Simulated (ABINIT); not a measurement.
# A GW chain in ABINIT: CsAsF6 (R-3), part 2 of 2

Aim: the G0W0 gap of CsAsF6 (R-3) on PBEsol, step by step.

ABINIT 10.8.3; PBEsol and many-body steps on it, plane waves. Known limits of the many-body steps: not at the basis limit; no spin-orbit coupling; coarse k mesh.

So far. Step 2 (Ground state): The gap is direct, at Γ. Step 3 (Empty states on the mesh, 2×2×2 mesh, 178 bands): On this mesh the gap is 5.678 eV.

## Step 4: Screening, 2×2×2 mesh, 162 bands, screening to 130.6 eV

The RPA dielectric matrix is built and inverted for each q.

This step: RPA screening on PBEsol, plane waves, norm-conserving pseudopotentials.

File run.abi:

```
acell 3*1.0 Angstrom
rprim 
  3.855859826403 2.226181708716 2.622049894613
  -3.855859826403 2.226181708716 2.622049894613
  -0.000000000000 -4.452363417478 2.622049894574
ntypat 3
znucl 55 33 9
natom 8
typat 1 2 3 3 3 3 3 3
xred 
  0.500000000000 0.500000000000 0.500000000000
  -0.000000000000 -0.000000000000 -0.000000000000
  0.189597360000 0.275478300000 0.922344570000
  0.275478300000 0.922344570000 0.189597360000
  0.077655430000 0.810402640000 0.724521700000
  0.724521700000 0.077655430000 0.810402640000
  0.810402640000 0.724521700000 0.077655430000
  0.922344570000 0.189597360000 0.275478300000
pp_dirpath "pseudos"
pseudos "Cs.upf, As.upf, F.upf"
ecut 44
ngkpt 2 2 2
nshiftk 1
shiftk 0 0 0
kptopt 1
chksymbreak 0
istwfk *1
occopt 1
irdwfk 1
optdriver 3
nband 162
ecuteps 4.8
inclvkb 2
awtr 1
symchi 1
indata_prefix "in"
outdata_prefix "out"
tmpdata_prefix "tmp"
```

Launch:

```
OMP_NUM_THREADS=1 mpirun -n 4 abinit run.abi > log
```

Numbers of over 12 decimals in the logs are rounded to 6 here.

What it wrote:

```text
.Version 10.8.3 of ABINIT. v10.8.2 released Aug 2026.

 Symmetries : space group R-3 (#148); Bravais hR (rhombohedral)
[... echo of the input left out ...]
== DATASET  1 ==================================================================
-   mpi_nproc: 4, omp_nthreads: 1 (-1 if OMP is not activated)

--- !DatasetInfo
iteration_state: {dtset: 1, }
dimensions: {natom: 8, nkpt: 4, mband: 162, nsppol: 1, nspinor: 1, nspden: 1, mpw: 12752, }
cutoff_energies: {ecut:  44.0, pawecutdg:  -1.0, }
electrons: {nelect:   7.40000000E+01, charge:   0.00000000E+00, occopt:   1.00000000E+00, tsmear:   1.00000000E-02, }

 SCREENING: Calculation of the susceptibility and dielectric matrices

 Based on a program developped by R.W. Godby, V. Olevano, G. Onida, and L. Reining.
 Incorporated in ABINIT by V. Olevano, G.-M. Rignanese, and M. Torrent.
.Using double precision arithmetic ; gwpc =  8

[... cell and pseudopotentials left out ...]
--------------------------------------------------------------------------------

 ==== K-mesh for the wavefunctions ====
 Number of points in the irreducible wedge :     4
[... list of points left out ...]
 Together with  6 symmetry operations and time-reversal symmetry
 yields     8 points in the full Brillouin Zone.

 ==== Q-mesh for the screening function ====
 Number of points in the irreducible wedge :     4
[... list of points left out ...]
 Together with  6 symmetry operations and time-reversal symmetry
 yields     8 points in the full Brillouin Zone.

 setmesh: FFT mesh size selected  =    40x   40x   40
          total number of points  =        64000

 vcoul_init : cutoff-mode = AUXILIARY_FUNCTION
 q-points for optical limit:   1
     1)      0.000010    0.000020    0.000030

- screening: taking advantage of time-reversal symmetry
- Maximum band index for partially occupied states nbvw = 37
- Remaining bands to be divided among processors   nbcw = 125
- Number of bands treated by each node ~31

 Number of electrons calculated from density =   74.0000; Expected =   74.0000
 average of density, n =  0.081201
 r_s =    1.4326
 omega_plasma =   27.4876 [eV]

 calculating chi0 at frequencies [eV] :
  1    0.000000E+00    0.000000E+00
  2    0.000000E+00    2.748756E+01

--------------------------------------------------------------------------------
  q-point number  1        q = ( 0.000000, 0.000000, 0.000000) [r.l.u.]
--------------------------------------------------------------------------------
[... chi0 elements left out ...]
 For q-point:  0.000010 0.000020 0.000030
  dielectric constant =   2.0155
  dielectric constant without local fields =   2.2853

  Average fulfillment of the sum rule on Im[epsilon] for q-point    1 :     40.21  [%]
[... wings left out ...]
  q-point number  2        q = ( 0.500000, 0.000000, 0.000000) [r.l.u.]
--------------------------------------------------------------------------------
[... chi0 elements left out ...]
  Average fulfillment of the sum rule on Im[epsilon] for q-point    2 :     44.95  [%]

 [... 2 further q-points ...]
```

Wall time 81 s (4 MPI ranks of Arm Neoverse V2, shared host); peak memory 2.3 GiB.

This step gave:

| Item | Value |
| --- | --- |
| ε∞ with local fields, on this mesh, along the program's q direction | 2.015 |
| the same without local fields | 2.285 |
| plasma frequency | 27.49 eV |
| plane waves in the screening matrix | 455 |

Local fields lower ε∞ by 12 %. On a Γ-centred mesh this coarse the value itself is usually too large, while a short band sum pulls it down.

## Step 5: Self-energy, 2×2×2 mesh, 162 bands, screening to 130.6 eV

The self-energy is evaluated for the states that the input lists, and the levels follow from it, in one-shot runs by the linearised quasiparticle equation.

This step: G0W0 on PBEsol, plane waves, norm-conserving pseudopotentials.

run.abi, as its differences from that of step 4:

```diff
@@ -29,8 +29,15 @@
 irdwfk 1
-optdriver 3
+optdriver 4
 nband 162
+gwcalctyp 0
+ecutsigx 44
+symsigma 1
+nkptgw 1
+kptgw 
+  0.0000000000 0.0000000000 0.0000000000
+bdgw 
+  35 39
 ecuteps 4.8
-inclvkb 2
-awtr 1
-symchi 1
+irdscr 1
+ppmodel 1
 indata_prefix "in"
```

What it wrote:

```text
.Version 10.8.3 of ABINIT. v10.8.2 released Aug 2026.

 Symmetries : space group R-3 (#148); Bravais hR (rhombohedral)
[... echo of the input left out ...]
== DATASET  1 ==================================================================
-   mpi_nproc: 4, omp_nthreads: 1 (-1 if OMP is not activated)

--- !DatasetInfo
iteration_state: {dtset: 1, }
dimensions: {natom: 8, nkpt: 4, mband: 162, nsppol: 1, nspinor: 1, nspden: 1, mpw: 12752, }
cutoff_energies: {ecut:  44.0, pawecutdg:  -1.0, }
electrons: {nelect:   7.40000000E+01, charge:   0.00000000E+00, occopt:   1.00000000E+00, tsmear:   1.00000000E-02, }

 SIGMA: Calculation of the GW corrections

 Based on a program developped by R.W. Godby, V. Olevano, G. Onida, and L. Reining.
 Incorporated in ABINIT by V. Olevano, G.-M. Rignanese, and M. Torrent.
.Using double precision arithmetic ; gwpc =  8

[... cell and pseudopotentials left out ...]
--------------------------------------------------------------------------------

 ==== K-mesh for the wavefunctions ====
 Number of points in the irreducible wedge :     4
[... list of points left out ...]
 Together with  6 symmetry operations and time-reversal symmetry
 yields     8 points in the full Brillouin Zone.

 ==== Q-mesh for screening function ====
 Number of points in the irreducible wedge :     4
[... list of points left out ...]
 Together with  6 symmetry operations and time-reversal symmetry
 yields     8 points in the full Brillouin Zone.

 vcoul_init : cutoff-mode = AUXILIARY_FUNCTION
 q-points for optical limit:   1
     1)      0.000010    0.000020    0.000030
 setmesh: FFT mesh size selected  =    60x   60x   60
          total number of points  =       216000

 Number of electrons calculated from density =   74.0000; Expected =   74.0000
 average of density, n =  0.081201
 r_s =    1.4326
 omega_plasma =   27.4876 [eV]

 === KS Band Gaps ===
  >>>> For spin  1
   Minimum direct gap =   5.6780 [eV], located at k-point      :   0.0000  0.0000  0.0000
   Fundamental gap    =   5.6780 [eV], Top of valence bands at :   0.0000  0.0000  0.0000
                                       Bottom of conduction at :   0.0000  0.0000  0.0000
 SIGMA fundamental parameters:
 PLASMON POLE MODEL  1
 number of plane-waves for SigmaX                12717
 number of plane-waves for SigmaC and W            455
 number of plane-waves for wavefunctions         12717
 number of bands                                   162
 number of independent spin polarizations            1
 number of spinorial components                      1
 number of k-points in IBZ                           4
 number of q-points in IBZ                           4
 number of symmetry operations                       6
 number of k-points in BZ                            8
 number of q-points in BZ                            8
 number of frequencies for dSigma/dE                 9
 frequency step for dSigma/dE [eV]                0.25
 number of omega for Sigma on real axis              0
 max omega for Sigma on real axis  [eV]           0.00
 zcut for avoiding poles [eV]                     0.10

 EPSILON^-1 parameters (SCR file):
 dimension of the eps^-1 matrix on file            455
 dimension of the eps^-1 matrix used               455
 number of plane-waves for wavefunctions         12717
 number of bands                                   162
 number of q-points in IBZ                           4
 number of frequencies                               2
 number of real frequencies                          1
 number of imag frequencies                          1

 matrix elements of self-energy operator (all in [eV])

 Perturbative Calculation

--- !SelfEnergy_ee
iteration_state: {dtset: 1, }
kpoint     : [   0.000,    0.000,    0.000, ]
spin       : 1
KS_gap     :    5.678
QP_gap     :   10.411
Delta_QP_KS:    4.733
data: !SigmaeeData |
     Band     E0 <VxcDFT>   SigX SigC(E0)      Z dSigC/dE  Sig(E)    E-E0       E
       35  -1.889 -22.522 -30.392   5.287   0.814  -0.228 -24.625  -2.103  -3.991
       36  -1.889 -22.522 -30.392   5.287   0.814  -0.228 -24.625  -2.103  -3.991
       37  -1.636 -22.969 -30.875   5.365   0.814  -0.229 -25.037  -2.068  -3.704
       38   4.042 -18.327 -13.375  -1.873   0.866  -0.155 -15.661   2.665   6.707
       39   8.175 -11.625  -6.779  -2.536   0.884  -0.131  -9.582   2.043  10.218

== END DATASET(S) ==============================================================
================================================================================

 -outvars: echo values of variables after computation  --------
           etotal      0.0000000000E+00
            nband         162
             nkpt           4
          spgroup         148
 [... the other variables as echoed above ...]

 Calculation completed.
```

It took 11 s on 4 MPI ranks; peak memory 1.4 GiB.

This step gave:

```yaml
g0w0_gap_on_the_points_computed: 10.41 eV
starting_gap_on_the_mesh: 5.678 eV
k_of_the_valence_top: 0, 0, 0
k_of_the_conduction_bottom: 0, 0, 0
z_at_the_valence_top: 0.814
z_at_the_conduction_bottom: 0.866
least_direct_g0w0_gap_on_the_computed_points: 10.41 eV
```

The gap on the mesh goes from 5.68 eV to 10.41 eV, a correction of +4.73 eV.

Limits: finite bands, cutoff and mesh; no spin-orbit coupling; coarse k mesh. v1 is the top filled band, c1 the lowest empty one. Levels before and after the correction, in eV, zero at the valence-band top of each column:

|  | conduction bottom | valence top |
| --- | --- | --- |
| Kohn-Sham | 5.68 | 0.00 |
| G0W0 | 10.41 | 0.00 |

|  | level | energy (eV) |
| --- | --- | --- |
| Kohn-Sham | Γ v3-v2 | -0.253 |
| Kohn-Sham | Γ v1 | 0.000 |
| Kohn-Sham | Γ c1 | 5.678 |
| Kohn-Sham | Γ c2 | 9.811 |
| G0W0 | Γ v3-v2 | -0.287 |
| G0W0 | Γ v1 | 0.000 |
| G0W0 | Γ c1 | 10.411 |
| G0W0 | Γ c2 | 13.922 |

## Step 6: Where the time went

Times are wall times on 4 MPI ranks of Arm Neoverse V2, shared host, good to a factor of about two.

| step | time | share | memory (GiB) |
| --- | --- | --- | --- |
| ground state | 2.1 min | 43 % | 0.57 |
| empty states on the mesh | 80 s | 27 % | 0.54 |
| screening | 81 s | 27 % | 2.3 |
| self-energy | 11 s | 4 % | 1.4 |

## Step 7: Outcome

```json
{
  "PBEsol gap": "5.68 eV, direct",
  "G0W0 gap on the mesh": "10.41 eV",
  "GW settings": "2×2×2 mesh, 162 bands, screening to 130.6 eV, Godby-Needs plasmon pole",
  "known limits": "not at the basis limit; no spin-orbit coupling; coarse k mesh"
}
```

What this shows: G0W0 moves the gap on the mesh from 5.68 eV to 10.41 eV (+4.73 eV), with Z of 0.81 and 0.87 at the edges. Local fields lower the RPA ε∞ on this mesh from 2.29 to 2.02; a Γ-centred mesh this coarse tends to raise both, most where the direct gap is narrow, while a short band sum lowers them. Only 1 of the mesh's irreducible points was corrected, so a valley elsewhere could overtake. The dearest step here is «ground state». Bands and cutoff are finite, so the gap is not at the basis limit. The miss can reach some tenths of an eV and take either sign; the mesh is an error of its own. In the G0W0 run levels were corrected at 1 k point alone, so a gap called «on the mesh» is the least over those, and an edge elsewhere would be missed. The 2×2×2 mesh is coarse for this cell, which bears on the long-range parts of exchange and screening. The many-body steps are scalar-relativistic: spin-orbit coupling is not in them.

[Paths, hosts, dates, memory and timing lines, banners, echoed tables and standing remarks are left out of the program output.]

[Logs are printed without paths, hosts, clocks, repeated set-up lines and the standing remarks that a program may print on its own settings, such as how far it seeks lower states.]

[Runs of the session that timed out or met a known fault of the program may be left out.]

[Hosts, paths, dates, database ids (printed as entryN), source tags and the programs' standing remarks are cut or masked in the printed files.]

[G0W0 gaps are taken among the corrected bands and points alone; a level outside them can change the order at an edge.]

[Where Ansatz stands beside ABINIT at settings called matched, ABINIT's density can come from a denser mesh and the files from another edition; pairs whose starting gaps differed by over 0.03 eV were left out, so agreement reads better than it is.]
